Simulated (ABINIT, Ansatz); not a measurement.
# Tm (P6_3/mmc): from the cell to the phonon bands, part 4 of 4

Aim: the phonon dispersion of Tm (P6_3/mmc), checked by a second program.

ABINIT 10.8.3; DFT PBE, scalar-relativistic, plane waves, PseudoDojo norm-conserving, 4f in core pseudopotentials.

So far, highest frequency (cm⁻¹): step 7 (interpolated phonon bands) 116.

**9. A second program**

A second program on the same cell, potentials, cutoff and meshes tests the implementation of the phonon response, not its convergence.

This step: DFT PBE, scalar-relativistic, plane waves, norm-conserving pseudopotentials, 4f in core (Ansatz 0.2.0).

Contents of input.yaml:

```yaml
crystal:
  lattice:
    - [3.5433042922, 0.0, 0.0]
    - [-1.7716521461, 3.0685915304, 0.0]
    - [0.0, 0.0, 5.5323752219]
  atoms:
    - { symbol: Tm, position: [0.3333333333, 0.6666666667, 0.25] }
    - { symbol: Tm, position: [0.6666666667, 0.3333333333, 0.75] }
kpoints:
  mp_grid: { grid: [9, 9, 6] }
hamiltonian:
  xc: pbe
  pseudopotentials:
    kind: nc
    azcp: { Tm: "pseudopotentials/pbe/nc/lanthanide_3plus/Tm.nc.azcp" }
    accuracy: standard
scf:
  occupations: { method: gaussian, width: 0.27211 }
output:
  eigenvalues: true
basis:
  ecutwfc: 571.439
phonons:
  method: dfpt
  qmesh: [3, 3, 2]
  temperatures: { t_max: 1000, t_step: 50 }
  qpath:
    path:
      - [[0.0, 0.0, 0.0], [0.5, 0.0, 0.0], [0.33333333, 0.33333333, 0.0], [0.0, 0.0, 0.0], [0.0, 0.0, 0.5], [0.5, 0.0, 0.5], [0.33333333, 0.33333333, 0.5], [0.0, 0.0, 0.5]]
      - [[0.5, 0.0, 0.5], [0.5, 0.0, 0.0]]
      - [[0.33333333, 0.33333333, 0.5], [0.33333333, 0.33333333, 0.0]]
    npoints: 10
  electrical_resistivity: { temperatures: [77, 300], mesh: [18, 18, 12] }
```

On the command line:

```console
$ ansatz run input.yaml --threads 4 --pin off --max-ram 16384MiB --backend cpu --events-out ev --progress --plain --runs-dir out
```

Numbers of over 12 decimals in the logs are rounded to 6 here.

The program printed:

```text
Warning: basis.ecutwfc = 571.439 eV is below the records' recommended 680.284656 eV, and the density's cutoff is lower with it unless basis.ecutrho_ratio is high enough to keep the records' density cutoff: compare with a run at a higher cutoff
Engine: ansatz 0.2.0, aarch64-unknown-linux-gnu
Pseudopotentials: kind: nc
Pseudopotential: Tm, nc, valence charge 11, recommended cutoff 680.284656 eV (normal), <dir>
Functional definition: PBE
  parameter kappa = 0.804
  parameter beta = 0.066725
  exchange = pbe_x(kappa = kappa, mu = beta*pi^2/3)
  correlation = pbe_c(beta = beta)
Crystal: 2 atoms, lattice volume = 60.153 Å³
Basis set: ecut = 571.439 eV, 1833 PW (Γ), exchange–correlation on 60×60×96 points (8 copies of the dense FFT grid, shifted against one another)
Bands: 15, of which v1, the nominal top of the filled ones, is band 11 counted from 1 (10 counted from 0)
Symmetry: 24 space group operations
k-points: 48 of 486
Non-local potential: Tm, projectors of the file, l = 0: 2, l = 1: 2, l = 2: 2, l = 3: 1
Initial density: superposition of atomic densities (chi_scale 0.1, normalization cell)
Initial wavefunctions: pseudopotential atomic-orbital guess
Functional: x = pbe(κ = 0.804, μ = 0.219515), c = pbe(β = 0.066725)
SCF iter   1: F=—  HF=-2495.681912 eV  |F-HF|=—  |Δ(HF+E_count)|=         —  Δρ=1.46e-2  dr2=1.75e-1  ethr=3.10e-3  ⟨swp⟩=4.6  Hψ=3056  notcnv=0
preconditioner: auto → Kerker (q_TF=auto, 2.307 Å⁻¹)  [metal: Δε(μ)=0.060 eV  Ē_g=3.086 eV  σ=0.272 eV  W_gap=0.12  n_scr=10 (ndim 8)  ℏωp=11.7 eV  f_vac=0.000  D(μ)=3.30/eV (n_scr^D=34)]
SCF iter   2: F=—  HF=-2495.661237 eV  |F-HF|=—  |Δ(HF+E_count)|=   2.07e-2  Δρ=9.72e-3  dr2=7.90e-2  ethr=7.96e-4  ⟨swp⟩=1.0  Hψ=1104  notcnv=0
SCF iter   3: F=—  HF=-2495.646340 eV  |F-HF|=—  |Δ(HF+E_count)|=   1.49e-2  Δρ=1.35e-3  dr2=6.53e-4  ethr=3.59e-4  ⟨swp⟩=2.7  Hψ=1211  notcnv=0
SCF iter   4: F=—  HF=-2495.646267 eV  |F-HF|=—  |Δ(HF+E_count)|=   7.30e-5  Δρ=1.76e-4  dr2=7.81e-6  ethr=2.97e-6  ⟨swp⟩=2.3  Hψ=1073  notcnv=0
SCF iter   5: F=—  HF=-2495.646266 eV  |F-HF|=—  |Δ(HF+E_count)|=   7.17e-7  Δρ=4.18e-5  dr2=8.23e-7  ethr=3.55e-8  ⟨swp⟩=2.5  Hψ=1284  notcnv=0
SCF iter   6: F=—  HF=-2495.646267 eV  |F-HF|=—  |Δ(HF+E_count)|=   2.81e-7  Δρ=4.28e-6  dr2=8.01e-9  ethr=3.74e-9  ⟨swp⟩=1.6  Hψ=798  notcnv=0
SCF iter   7: F=—  HF=-2495.646267 eV  |F-HF|=—  |Δ(HF+E_count)|=   3.30e-9  Δρ=6.50e-7  dr2=2.00e-10  ethr=3.64e-11  ⟨swp⟩=2.6  Hψ=1238  notcnv=0
SCF iter   8: F=-2495.646267 eV  HF=-2495.646267 eV  |F-HF|=1.36e-12  |Δ(HF+E_count)|=  3.73e-11  Δρ=9.91e-8  dr2=5.28e-12  ethr=1.00e-12  ⟨swp⟩=5.7  Hψ=3201  notcnv=0
SCF 1 converged in 8 iterations: F = -2495.646267 eV  dr2 = 5.28e-12
NSCF: frozen V_eff on 48 k-points
NSCF: frozen V_eff on 100 k-points
DFPT response loops at q = (0, 0, 0) (fractional): preconditioner auto → Kerker (q_TF=auto, 2.307 Å⁻¹) (partly filled bands, converged f_vac=0.000); β = 1.00, the filter's whole step (`scf.mixing.beta` (0.50) is not read by the response loops under this deck's `scf.mixing.preconditioner`; to damp them name `kerker` or `kerker_dos`, under which they read `scf.mixing.beta`, and type it under 1.00, their step now; both keys bind the ground state too); Broyden in place of MSR1
NSCF: frozen V_eff on 200 k-points
DFPT response loops at q = (0, 0, -0.5) (fractional): mixed as the last ones told, above
NSCF: frozen V_eff on 360 k-points
DFPT response loops at q = (0, 0.333333, 0) (fractional): mixed as the last ones told, above
NSCF: frozen V_eff on 360 k-points
DFPT response loops at q = (0, 0.333333, -0.5) (fractional): mixed as the last ones told, above
NSCF: frozen V_eff on 360 k-points
DFPT response loops at q = (0.333333, 0.333333, 0) (fractional): mixed as the last ones told, above
NSCF: frozen V_eff on 360 k-points
DFPT response loops at q = (0.333333, 0.333333, -0.5) (fractional): mixed as the last ones told, above
SCF iter   1: F=—  HF=-2495.681912 eV  |F-HF|=—  |Δ(HF+E_count)|=         —  Δρ=1.46e-2  dr2=1.75e-1  ethr=3.10e-3  ⟨swp⟩=4.6  Hψ=3056  notcnv=0
SCF iter   2: F=—  HF=-2495.661237 eV  |F-HF|=—  |Δ(HF+E_count)|=   2.07e-2  Δρ=9.72e-3  dr2=7.90e-2  ethr=7.96e-4  ⟨swp⟩=1.0  Hψ=1104  notcnv=0
SCF iter   3: F=—  HF=-2495.646340 eV  |F-HF|=—  |Δ(HF+E_count)|=   1.49e-2  Δρ=1.35e-3  dr2=6.53e-4  ethr=3.59e-4  ⟨swp⟩=2.7  Hψ=1211  notcnv=0
SCF iter   4: F=—  HF=-2495.646267 eV  |F-HF|=—  |Δ(HF+E_count)|=   7.30e-5  Δρ=1.76e-4  dr2=7.81e-6  ethr=2.97e-6  ⟨swp⟩=2.3  Hψ=1073  notcnv=0
SCF iter   5: F=—  HF=-2495.646266 eV  |F-HF|=—  |Δ(HF+E_count)|=   7.17e-7  Δρ=4.18e-5  dr2=8.23e-7  ethr=3.55e-8  ⟨swp⟩=2.5  Hψ=1284  notcnv=0
SCF iter   6: F=—  HF=-2495.646267 eV  |F-HF|=—  |Δ(HF+E_count)|=   2.81e-7  Δρ=4.28e-6  dr2=8.01e-9  ethr=3.74e-9  ⟨swp⟩=1.6  Hψ=798  notcnv=0
SCF iter   7: F=—  HF=-2495.646267 eV  |F-HF|=—  |Δ(HF+E_count)|=   3.30e-9  Δρ=6.50e-7  dr2=2.00e-10  ethr=3.64e-11  ⟨swp⟩=2.6  Hψ=1238  notcnv=0
SCF iter   8: F=-2495.646267 eV  HF=-2495.646267 eV  |F-HF|=1.82e-12  |Δ(HF+E_count)|=  3.73e-11  Δρ=9.91e-8  dr2=5.29e-12  ethr=1.00e-12  ⟨swp⟩=3.0  Hψ=1965  notcnv=0
SCF 2 converged in 8 iterations: F = -2495.646267 eV  dr2 = 5.29e-12
NSCF: frozen V_eff on 48 k-points
NSCF: frozen V_eff on 48 k-points
[...]
SCF converged after 8 iterations
Free energy (F): -2495.646267 eV
Harris-Foulkes:  -2495.646267 eV  (|F-HF|=1.36e-12)
Internal energy: -2495.523125 eV  (E = F + TS)
E sigma→0 (E₀):  -2495.584696 eV
Entropy (-TS):   -0.123142 eV (-61.571 meV/atom)
Fermi energy:    10.172171 eV
--- Per-component energies (eV) ---
  E_band       = -299.252671
  E_kinetic    = 622.574314
  E_local      = -1197.526148  (includes V_loc(G=0)·N_el)
  E_nonlocal   = -35.434129
  E_hartree    = 365.742230
  E_xc         = -633.203471
  E_vxc        = -420.351161  (∫ρ·V_xc dr)
  E_ewald      = -1617.675921
  E_smearing   = -0.123142  (= −TS)
  E_closure    = 0.000000  (closes the sum)
  Σ components = -2495.646267   (vs F -2495.646267, Δ=0.00e0)
--- Band table (eV; the first three rows and the last of 48) ---
  k-point 0: bands = [... 7 lower, -14.8752, 4.5128, 7.8889, 11.0675, 12.2226, 12.2226, 12.6368, 12.9511]
  k-point 1: bands = [... 7 lower, -14.9126, 4.7185, 7.6915, 10.9398, 12.1136, 12.1136, 12.4251, 12.7690]
  k-point 2: bands = [... 7 lower, -14.9300, 5.3018, 7.0575, 10.9296, 11.8956, 12.0265, 12.0265, 12.4125]
  k-point 47: bands = [... 7 lower, -14.9771, 9.5900, 9.5900, 9.7392, 9.7392, 10.6162, 10.6162, 13.4002]
--- Phonons (Γ-DFPT): 2 representative perturbations + reference (Σ response iterations 8) ---
  ASR residual: 2.889e-5 → 0.000e0 eV/Å²; symmetrization residual: 2.000e-13 eV/Å²
  ASR residual per site (eV/Å²): 2.89e-5 2.89e-5
  Γ frequencies (cm⁻¹): 0.00 0.00 0.00 68.18 68.18 115.95
--- Phonons (arbitrary-q DFPT): 6 irreducible q on the 3×3×2 mesh ---
  q = [0.0000, 0.0000, 0.0000] (star 1, of the zone-centre solve; hermiticity 5.23e-14, symmetrization 2.20e-14): -0.00 -0.00 0.00 68.18 68.18 115.95
  q = [0.0000, 0.0000, -0.5000] (star 1, 2 solved perturbations in 148 linear systems a pass and spin channel, the states on 100 of 486 k-point pairs; hermiticity 7.73e-13, symmetrization 3.81e-13): 49.51 49.51 49.51 49.51 81.94 81.94
  q = [0.0000, 0.3333, 0.0000] (star 6, 3 solved perturbations on 180 of 486 k-point pairs; hermiticity 2.13e-8, symmetrization 4.70e-14): 52.64 56.35 86.18 91.64 95.86 111.47
  q = [0.0000, 0.3333, -0.5000] (star 6, 3 solved perturbations on 180 of 486 k-point pairs; hermiticity 2.75e-8, symmetrization 9.37e-14): 66.77 66.77 72.40 72.40 100.52 100.52
  q = [0.3333, 0.3333, 0.0000] (star 2, 2 solved perturbations in 256 linear systems a pass and spin channel, the states on 180 of 486 k-point pairs; hermiticity 3.63e-9, symmetrization 3.63e-9): 83.88 83.88 87.50 87.50 97.03 103.21
  q = [0.3333, 0.3333, -0.5000] (star 2, 2 solved perturbations in 256 linear systems a pass and spin channel, the states on 180 of 486 k-point pairs; hermiticity 1.65e-8, symmetrization 1.14e-11): 54.75 54.75 97.19 97.19 101.38 101.38
  sum rule: each row above includes the acoustic sum rule's correction from the zone centre's row sums; it moved no ω² by more than (0.22 cm⁻¹)²
  mesh force constants: q→R imaginary residual 0.00e0; ASR residual 2.889e-5 → 0.000e0 eV/Å²; symmetrization residual 6.217e-15 eV/Å²
  interpolated dispersion: 93 rows × 6 modes
  density of states and harmonic sums: on the 21×21×12 q-mesh, interpolated from the force constants of a 3×3×2 supercell (no non-analytic term)
  largest difference from the sums on the solved wave vectors: F 4.73e-2 eV, S 6.16e-5 and C_V 1.43e-5 eV/K
  zero-point energy: 0.029693 eV/cell   skipped modes (ω ≤ 0): 3   left out of the sums: 9.45e-5 of the cell's modes: C_V's classical limit lies that fraction below 3 k_B per atom; for a crystal, a wire or a layer, F and S can be off by more, and a phonons.interpolated_qmesh denser along its periods is the remedy for the sampling
--- Electrical resistivity: potentials and phonons of a 3×3×2 supercell ---
  scattering by harmonic phonons alone, with no dipole-dipole term; scattering by other electrons, impurities, surfaces and spin disorder is left out, and so is spin–orbit coupling
  the resistivity is that of a variational response, whose dependence on the energy is improved iteratively
  at the Fermi level of each mesh (of a tensor a third of its trace):
           mesh   spin    states/(eV spin)  plasma energy (eV)         λ      λ_tr    ħω_log (meV)
       18×18×12                     1.6841              4.1636    0.5733    0.6379           8.967
          9×9×6                     1.5769              3.9257    0.5402    0.6120           8.942
  resistivity on the deck's mesh, µΩ·cm:
     T (K)       trace/3  mesh converged            xx            yy            zz    lowest order   relaxation time
     77.00      1.0555e1              no      1.2945e1      1.2945e1      5.7749e0        1.1097e1          9.8709e0
    300.00      4.9207e1              no      6.0104e1      6.0104e1      2.7412e1        5.1102e1          4.5872e1
  mean free path at 77 K (of a tensor a third of its trace): 12.2 nm by what each carries, 11.0 by the Fermi surface alone
  Hall coefficient in a weak field at 77 K (a third of the trace): (none: it, or that of a finer mesh, parts from a neighbouring mesh's by over half of the finer one's) (as a tensor it moves by 54.9 % between the two finest meshes); by each state's relaxation time: -5.703e-11 m³/C; by a constant relaxation time: -5.523e-11 m³/C
  mean free path at 300 K (of a tensor a third of its trace): 2.59 nm by what each carries, 2.34 by the Fermi surface alone
  the resistivity times a path that all electrons share, by the Fermi surface of the deck's mesh alone (a third of the trace): 1.164e-15 Ω·m²
  not converged in the mesh (λ; λ_tr; the resistivity at 77 K by 7.60 %; the resistivity at 300 K by 10.56 %): between neighbouring meshes, the two finest first, λ moves by 5.78 %, λ_tr by 5.02 % and the resistivity by up to 10.56 %; an estimate, no bound, puts it up to 6.9e-8 % above the Boltzmann equation's exact value after up to 4 iterations (at most 30 are made, fewer where the estimate is under 1.0e-6 % of each spin channel's own resistivity)
  vibrations of 18 cells: unjudged by the run; compare a larger repeat
  the changes of the potential over all sites missed a rigid shift's by 0.00 % (the site terms' by 0.00 %)
  at the force constants' own smearing the fine mesh and the k-points of their solves give squared frequencies that differ by 1.5 % of the larger at the most, at (0, 0.3333, 0)
```

Wall time 3.8 min (4 threads of Arm Neoverse V2, shared host); peak memory 2.3 GiB.

This step gave:

| Property | Result |
| --- | --- |
| sum-rule residual before enforcement | 2.89e-5 eV/Å² |
| mean frequency | 79.8 cm⁻¹ |
| Debye temperature (second moment) | 153 K |
| logarithmic mean frequency | 76.8 cm⁻¹ |
| lowest optical zone-centre mode | 68.18 cm⁻¹ |
| lowest mode on the q mesh (acoustic ones at the zone centre apart) | 49.51 cm⁻¹ |
| zero-point energy per atom | 14.85 meV |
| vibrational entropy at 300 K | 50.03 J/(mol atoms K) |

**10. The two compared: ABINIT PseudoDojo and Ansatz, PseudoDojo**

Worked out from the results:

```
root-mean-square difference             : 0.05 cm⁻¹
largest difference                      : 0.13 cm⁻¹
root-mean-square difference on the path : 0 cm⁻¹
largest difference on the path          : 0.1 cm⁻¹
```

The 12 of 33 modes that differ most. Frequencies side by side:

| q (reciprocal lattice) | mode | ABINIT PseudoDojo (cm⁻¹) | Ansatz, PseudoDojo (cm⁻¹) |
| --- | --- | --- | --- |
| 0 0 0 | 6 | 116 | 116 |
| 0.3333 0 0 | 1 | 52.59 | 52.64 |
| 0.3333 0 0 | 2 | 56.48 | 56.35 |
| 0.3333 0 0 | 6 | 111.5 | 111.5 |
| 0.3333 0.3333 0 | 3 | 87.6 | 87.5 |
| 0.3333 0.3333 0 | 4 | 87.6 | 87.5 |
| 0 0 0.5 | 5 | 82.01 | 81.94 |
| 0 0 0.5 | 6 | 82.01 | 81.94 |
| 0.3333 0 0.5 | 1 | 66.83 | 66.77 |
| 0.3333 0 0.5 | 2 | 66.84 | 66.77 |
| 0.3333 0.3333 0.5 | 1 | 54.83 | 54.75 |
| 0.3333 0.3333 0.5 | 2 | 54.83 | 54.75 |

The interpolated bands of the two lie on top of each other.

At the solved wavevectors the largest difference (acoustic modes at Γ apart) is 0.1 % of the highest mode.

**11. Summary of results**

```yaml
space_group_after_relaxation: P6_3/mmc
volume_per_atom: 30.1 Å³
highest_optical_zone_centre_mode_no_lo_to_term: 116.0 cm⁻¹
lowest_optical_zone_centre_mode: 68.2 cm⁻¹
q_mesh: 3×3×2
lowest_mode_on_the_q_mesh_acoustic_ones_at_the_zone_centre_apart: 49.5 cm⁻¹
zero_point_energy_per_atom: 14.8 meV
heat_capacity_at_300_k: 24.6 J/(mol atoms K)
vibrational_entropy_at_300_k: 50.1 J/(mol atoms K)
imaginary_modes_on_the_q_mesh: none
largest_difference_from_ansatz_pseudodojo: 0.13 cm⁻¹
```

In words: Tm (P6_3/mmc) is dynamically stable on the 3×3×2 mesh; its spectrum reaches 116 cm⁻¹. At the PBE level the optical modes of Tm (P6_3/mmc) at the zone centre run from 68 to 116 cm⁻¹. Along axes with an odd number of divisions the mesh misses the zone-boundary points at one half, where instabilities often lie; those are only interpolated. The base run prints -2.7 GPa, mostly the error of a finite basis; the relaxation, with a smoothed and higher cutoff, had brought the cell to rest. An error of this size shows a cutoff that is short for these files. ABINIT PseudoDojo and Ansatz, PseudoDojo agree to 0.13 cm⁻¹ (0.1 % of the highest mode compared) on all solved modes but the acoustic ones at Γ. These are harmonic frequencies at zero temperature: anharmonic shifts and linewidths and thermal expansion are left out. Spin-orbit coupling is left out, which can matter for the heavy elements here. In a metal the frequencies hang on the k mesh and the smearing, most of all near Kohn anomalies. The 4f electrons are frozen in the core as for a trivalent ion, so their moments and any magnetic order are left out. Ansatz warns that the cutoff lies 16 % under the one recommended for these files; agreement at one cutoff is not convergence. Electron-phonon sums were run after this but are left out, since no second program bore their λ out within 30 %; a λ that a log prints is not taken as a result.

[Host names and launcher messages were left out of these logs when they were recorded.]

[Logs are printed without paths, hosts, clocks, repeated set-up lines and the standing remarks that a program may print on its own settings, such as how far it seeks lower states.]

[Hosts, paths, dates, database ids (printed as entryN), source tags and the programs' standing remarks are cut or masked in the printed files.]
